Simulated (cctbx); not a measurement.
# What is wrong with this refinement?

Cell a = 10.1970 Å, b = 6.2040 Å, c = 11.6150 Å, α = 90.00°, β = 90.00°, γ = 90.00°; space group Amm2 (no. 38). The compound is LuMg14Be.

The data are simulated with cctbx, not measured: Cu Kα, λ = 1.54184 Å, to d = 0.83 Å, 95 % of the full sphere, strongest reflection 20000 counts, noise from counting, a 6 % proportional error and a noise floor of 8 counts (s.d.); no absorption.

An anisotropic refinement with weights 1/σ² prints:

```text
Rint 0.043, 781 unique reflections to 0.83 A
cycle     R1     wR2    GooF  max shift (A)
   1  0.0259  0.0637   1.512   0.02467
   6  0.0249  0.0594   1.409   0.00038
final R1 0.0249 wR2 0.0594 GooF 1.409  parameters 45  data/parameter 17.4
atom        x        y        z      Ueq    occ   su(xyz)  su(Uiso or U11)
Lu1    0.50000  0.50000  0.18814   0.0057  1.000  0.00004  0.0002
Mg1    0.76933  0.50000  0.33986   0.0101  1.000  0.00025  0.0012
Mg2    0.72224  0.00000  0.31425   0.0124  1.000  0.00026  0.0012
Mg3    0.75372  0.75484  0.07653   0.0124  1.000  0.00029  0.0010
Mg4    0.00000  0.24115  0.41165   0.0142  1.000  0.00073  0.0011
Mg5    0.50000  0.25303  0.43732   0.0097  1.000  0.00234  0.0009
Mg6    0.00000  0.50000  0.16511   0.0138  1.000  0.00034  0.0015
Mg7    0.00000  0.00000  0.16989   0.0181  1.000  0.00072  0.0014
difference map: max 3.52 min -0.49 rms 0.14
Q1    0.5000  0.0000  0.1376    2    3.56  2.79 A from Mg5
Q2    0.5000  0.0000  0.2373    2    3.14  2.44 A from Mg2
Q3    0.0000  0.2399  0.9595    4    0.74  0.57 A from Mg4
Q4    0.0000  0.0000  0.2090    2    0.61  0.45 A from Mg7
Q5    0.2515  0.0000  0.2978    4    0.43  0.33 A from Mg2
Q6    0.0000  0.0000  0.7022    2    0.43  0.43 A from Mg6
```

**Question.** Can this result stand? If not, what is the likely fault?

Mend it. The fault: an atom left out, Be at (1/2, 0, 0.1415). Against the right model at the same level, R1 goes from 0.0159 to 0.0249 and GooF from 0.91 to 1.41, U of Mg7 swells from 0.0097 to 0.0181 Å², U of Mg4 swells from 0.0099 to 0.0142 Å² and the top difference peak, 3.6 e/Å³, lies 2.79 Å from Mg5. Q1 is the missing atom. With scattering power missing, scale and phases suffer, so peaks may also grow on the heavy atoms.

The compound is LuMg14Be. The right model at the same level gives:

```text
Rint 0.043, 781 unique reflections to 0.83 A
cycle     R1     wR2    GooF  max shift (A)
   1  0.0163  0.0392   0.932   0.00684
   6  0.0159  0.0384   0.914   0.00037
final R1 0.0159 wR2 0.0384 GooF 0.914  parameters 49  data/parameter 15.9
atom        x        y        z      Ueq    occ   su(xyz)  su(Uiso or U11)
Lu1    0.50000  0.50000  0.18830   0.0060  1.000  0.00003  0.0001
Mg1    0.76932  0.50000  0.33950   0.0111  1.000  0.00016  0.0008
Mg2    0.72291  0.00000  0.31399   0.0107  1.000  0.00017  0.0007
Mg3    0.75365  0.75499  0.07530   0.0119  1.000  0.00018  0.0006
Mg4    0.00000  0.24048  0.41142   0.0099  1.000  0.00038  0.0007
Mg5    0.50000  0.25586  0.43717   0.0105  1.000  0.00145  0.0006
Mg6    0.00000  0.50000  0.16463   0.0109  1.000  0.00020  0.0009
Mg7    0.00000  0.00000  0.16711   0.0097  1.000  0.00024  0.0009
Be1    0.50000  0.00000  0.13837   0.0159  1.000  0.00090  0.0046
Flack x: 0.010(13)
Hooft y: 0.023(16)  Bijvoet pairs: 368
difference map: max 0.38 min -0.33 rms 0.08
Q1    0.0000  0.0000  0.9123    2    0.38  1.61 A from Mg4
Q2    0.5000  0.2391  0.6820    4    0.33  1.49 A from Lu1
Q3    0.0000  0.0000  0.4614    2    0.28  1.60 A from Mg4
Q4    0.2535  0.1122  0.4106    8    0.28  1.34 A from Mg2
Q5    0.1803  0.0000  0.3358    4    0.28  1.02 A from Mg2
Q6    0.3776  0.0000  0.8596    4    0.27  1.52 A from Mg1
```

The model is made up (kin elements in a known structure type, no relaxation), so it says nothing on whether the phase exists.

[Middle refinement cycles are left out of these outputs.]

[Logs are printed without paths, hosts, clocks, repeated set-up lines and the standing remarks that a program may print on its own settings, such as how far it seeks lower states.]
